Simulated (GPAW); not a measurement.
# Work function of OH/Ti(0001) at several levels, part 2 of 2

How far do functional and basis move the work function of OH/Ti(0001)?

GPAW 26.7.0; GPAW, PAW setups; slab in vacuum, relaxation (the session's first sound run).

So far, upper work function (eV): step 2 (relaxing the atoms, PBE, GPAW) 1.98; step 5 (self-consistent run: xc = "RPBE") 1.85; step 6 (self-consistent run: xc = "LDA") 2.23; step 7 (self-consistent run: xc = "vdW-DF2", GPAW, PAW setups, GPAW) 2.83; step 8 (OptPBE vdW: xc = "optPBE-vdW", GPAW, PAW setups, GPAW) 2.35.

## 9. Real-space grid: mode = "fd"

A real-space grid is a second complete basis, so it checks the plane-wave result.

run.py

```python
import json
import numpy as np
from ase import Atoms
from gpaw import GPAW

slab = Atoms(
    ['Ti', 'Ti', 'Ti', 'Ti', 'O', 'H'],
    positions=[
        [2.95000, 1.70318, 9.00000],
        [0.00000, 0.00000, 11.34230],
        [2.95000, 1.70318, 13.73963],
        [-0.00000, -0.00000, 16.03117],
        [2.95000, 1.70318, 17.31372],
        [2.95000, 1.70318, 18.29574]],
    cell=[[2.95, 0.0, 0.0], [1.475, 2.55477, 0.0], [0.0, 0.0, 27.49242]],
    pbc=[True, True, False])

slab.calc = GPAW(mode='fd', h=0.18, xc='PBE', kpts={'size': (12, 12, 1), 'gamma': True},
                 occupations={'name': 'fermi-dirac', 'width': 0.1}, nbands='160%',
                 convergence={'density': 1e-05}, maxiter=200,
                 poissonsolver={'dipolelayer': 'xy'},
                 symmetry={'tolerance': 1e-3}, txt='slab.txt')
result = {}
energy = slab.get_potential_energy()
fermi = slab.calc.get_fermi_level()
v = slab.calc.get_electrostatic_potential().mean((0, 1)) - fermi
n = slab.calc.get_pseudo_density().mean((0, 1))
L = slab.cell[2, 2]
z = np.arange(len(v)) * L / len(v)
low, high = slab.positions[:, 2].min(), slab.positions[:, 2].max()
below, above = np.interp([low - 6.8, high + 6.8], z, v)
slopes = [np.interp(x, z, np.gradient(v, z)) for x in (low - 6.8, high + 6.8)]
eps = np.array([[slab.calc.get_eigenvalues(k, s) for k in range(len(slab.calc.get_ibz_k_points()))]
                for s in range(slab.calc.get_number_of_spins())]) - fermi
top, bottom = eps[eps < 0].max(), eps[eps > 0].min()
dipole = slab.get_dipole_moment()[2]
print(f'energy {energy:.4f} eV, Fermi level {fermi:.4f} eV, dipole {dipole:.5f} e A')
print(f'potential 6.8 A off the faces, from the Fermi level: lower {below:.4f} eV, upper {above:.4f} eV')
print(f'slope of the potential there: lower {slopes[0]:.5f}, upper {slopes[1]:.5f} eV/A')
print(f'nearest levels on the mesh: {top:.4f} and {bottom:.4f} eV')
print('magnetic moment', round(slab.get_magnetic_moment(), 3))
result.update(energy=energy, fermi=fermi, dipole=dipole, below=below, above=above, slopes=slopes, edges=[top, bottom],
              z=z.tolist(), v=v.tolist(), n=n.tolist(), positions=slab.positions.tolist(),
              forces=slab.get_forces(apply_constraint=False).tolist(), moments=slab.get_magnetic_moments().tolist())
json.dump(result, open('result.json', 'w'))
```

Command:

```
> OMP_NUM_THREADS=1 OPENBLAS_NUM_THREADS=1 python run.py
```

It took 9.9 min on 1 thread of Intel Xeon Platinum 8488C (Sapphire Rapids), shared host; peak memory 0.99 GiB.

This step gave:

```
dipole along the normal                    : 0.1025 e·Å
levels nearest the Fermi level on the mesh : -0.007257, 0.03835 eV from the Fermi level
upper work function                        : 1.944 eV
lower work function                        : 4.404 eV
```

The electrostatic potential energy of an electron (without an applied field's), less the Fermi level, planar mean oscillates, so the rows of the table below give means over windows of 1 Å about each position, cut where the curve ends. Its maxima inside the range that stand out by 2 % of the span (Å: eV): 1.5: 4.40, 10.1: -0.210, 12.6: -0.0935, 14.9: -0.388, 16.8: -6.02, 18.0: -0.441. Its minima: 9.0: -19.5, 11.3: -19.4, 13.7: -19.5, 16.0: -20.0, 17.3: -11.6, 18.3: -1.60.

Electrostatic potential energy of an electron (without an applied field's), less the Fermi level, planar mean against z; means over each step:

```tsv
z (Å)	electrostatic potential energy of an electron (without an applied field's), less the Fermi level, planar mean (eV)
0	4.29
1	4.40
2	4.40
3	4.40
4	4.40
5	4.40
6	4.32
7	3.63
8	-1.62
9	-15.5
10	-2.31
11	-12.3
12	-6.75
13	-5.36
14	-13.4
15	-2.32
16	-15.8
17	-8.63
18	-2.03
19	0.583
20	1.60
21	1.84
22	1.92
23	1.94
24	1.94
25	1.94
26	1.94
27	1.94
```

The upper face's work function is 1.944 eV, against 1.984 eV in the first plane-wave PBE run at this geometry.

## 10. Atomic orbitals: mode = "lcao"

Atom-centred orbitals end a few angstrom from the surface, which tests how much the density's tail matters.

Edit run.py of step 9 so:

```diff
@@ -17,4 +17,4 @@
 
-slab.calc = GPAW(mode='fd', h=0.18, xc='PBE', kpts={'size': (12, 12, 1), 'gamma': True},
-                 occupations={'name': 'fermi-dirac', 'width': 0.1}, nbands='160%',
+slab.calc = GPAW(mode='lcao', basis='dzp', h=0.18, xc='PBE', kpts={'size': (12, 12, 1), 'gamma': True},
+                 occupations={'name': 'fermi-dirac', 'width': 0.1}, nbands='120%',
                  convergence={'density': 1e-05}, maxiter=200,
```

Elapsed: 23 min, on 1 thread; peak memory 0.41 GiB.

Numbers from this step:

```
dipole along the normal                    : 0.1408 e·Å
levels nearest the Fermi level on the mesh : -0.01199, 0.03564 eV from the Fermi level
upper work function                        : 1.014 eV
lower work function                        : 4.393 eV
```

The upper face's work function is 1.014 eV, against 1.984 eV in the first plane-wave PBE run at this geometry.

## 11. All levels side by side

Times are for 1 thread of Intel Xeon Platinum 8488C (Sapphire Rapids), shared host. The series side by side:

```tsv
no.	run	upper work function (eV)	lower work function (eV)	time	memory (GiB)
1	pw	1.984	4.405	2.3 min	0.29
2	revPBE	1.827	4.305	2.2 min	0.29
3	RPBE	1.852	4.295	2.1 min	0.29
4	LDA	2.228	4.586	2 min	0.29
5	vdW DF2	2.829	4.614	3.2 min	0.49
6	optPBE vdW	2.349	4.549	2.6 min	0.49
7	fd	1.944	4.404	9.9 min	0.99
8	lcao	1.014	4.393	23 min	0.41
```

## 12. Side by side

Results and costs are gathered.

This step: comparison of work functions, dipole and cost (GPAW 26.7.0).

Ladder, by row:

```tsv
step	code	work function, upper (eV)	work function, lower (eV)	dipole (e Å)	wall time (s)	peak memory (GiB)	threads
pw	GPAW	1.984	4.405	0.1009	140.3	0.29	1
revPBE	GPAW	1.827	4.305	0.1032	129.6	0.29	1
RPBE	GPAW	1.852	4.295	0.1018	123.7	0.29	1
LDA	GPAW	2.228	4.586	0.0983	121.7	0.29	1
vdW-DF2	GPAW	2.829	4.614	0.07444	193.1	0.49	1
optPBE-vdW	GPAW	2.349	4.548	0.09168	155.4	0.49	1
fd	GPAW	1.944	4.404	0.1025	595.3	0.99	1
lcao	GPAW	1.014	4.393	0.1408	1350	0.41	1
```

## 13. What came out

```json
{
  "work function, upper and lower face": "1.984 and 4.405 eV",
  "dipole along the normal": "0.101 e Å"
}
```

**Reading.** With plane waves and PBE the work function is 1.98 eV on the upper face and 4.40 eV on the lower. The two faces differ by 2.4 eV, the step that the slab's dipole makes (e p/(ε0 A) gives 2.4 eV), so the dipole layer is needed. Over the sound runs of the table the upper face's work function spans 1.014 (lcao) to 2.829 eV (vdW-DF2). Atomic orbitals miss the plane-wave value by -0.97 eV, since they describe the tail of the density in the vacuum poorly. The cell of 7.54 Å² holds one OH, started on one chosen site; other sites and coverages weren't tried. The runs had no spin polarisation, so a magnetic state, which thin layers of d-metal atoms can have, wasn't tested. The in-plane lattice was kept as typed, which isn't the functional's own and leaves some strain; spin-orbit coupling and temperature are left out.

[Logs are printed without paths, hosts, clocks, repeated set-up lines and the standing remarks that a program may print on its own settings, such as how far it seeks lower states.]

[Hosts, paths, dates, database ids (printed as entryN), source tags and the programs' standing remarks are cut or masked in the printed files.]
